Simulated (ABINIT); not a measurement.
Entries from a set of simulations; values are calculated unless marked as measured.

```xyz
2
Lattice="0.000 2.725 2.725 2.725 0.000 2.725 2.725 2.725 0.000" Properties=species:S:1:pos:R:3 pbc="T T T" subject="A GW chain in ABINIT: GaP (F-43m)" method="RPA screening on LDA, plane waves, norm-conserving pseudopotentials (and 2 further levels or steps)" program="ABINIT 10.8.3" settings="cutoff 45 Ha, PseudoDojo scalar-relativistic 0.4.1 stringent, norm-conserving, potential set dojo-sr-lda-0.4.1-stringent, ngkpt (4, 4, 4), nband 165, ecuteps 9.7 Ha, inclvkb 2, shiftk (0, 0, 0), symchi 1, awtr 1, frequency ppm, 4×4×4 k-mesh" cost="5 runs, 4.3 min in all on 4 MPI ranks of Arm Neoverse V2, shared host" notes="The cell and positions come from the Crystallography Open Database and are kept as given unless a step says otherwise. Limits: no spin-orbit coupling. Local fields lower the RPA ε∞ on this mesh from 22.95 to 21.20; a Γ-centred mesh this coarse tends to raise both, most where the direct gap is narrow, while a short band sum lowers them. The 4×4×4 mesh is coarse for this cell, which bears on the long-range parts of exchange and screening." lda_gap="1.44 eV, indirect" g0w0_gap_on_the_mesh="2.36 eV" g0w0_gap_over_the_zone_rigid_shift="2.31 eV" gw_settings="4×4×4 mesh, 165 bands, screening to 264 eV, Godby-Needs plasmon pole" known_limits="short of the basis limit; no spin-orbit coupling; coarse k mesh"
Ga    0.000    0.000    0.000
P     1.363    1.363    1.363
```

[Long decimals in the printed logs are rounded to 6 places.]

[Logs are printed without paths, hosts, clocks, repeated set-up lines and the standing remarks that a program may print on its own settings, such as how far it seeks lower states.]

[Paths, hosts, dates, memory and timing lines, banners, echoed tables and standing remarks are left out of the program output; an Ansatz launch command may be rebuilt from the run's recorded settings. Measured values are a selection of at most five: reports struck by readers or far from the other reports are left out. None is set beside runs whose start may be inverted or whose files or cutoffs have a known fault.]

[Runs of the session that timed out or met a known fault of the program may be left out.]

[Hosts, paths, dates, database ids (printed as entryN), source tags and the programs' standing remarks are cut or masked in the printed files.]

[G0W0 gaps are taken among the corrected bands and points alone; a level outside them can change the order at an edge.]

[Where Ansatz stands beside ABINIT at settings called matched, ABINIT's density can come from a denser mesh and the files from another edition; pairs whose starting gaps differed by over 0.03 eV were left out, so agreement reads better than it is.]
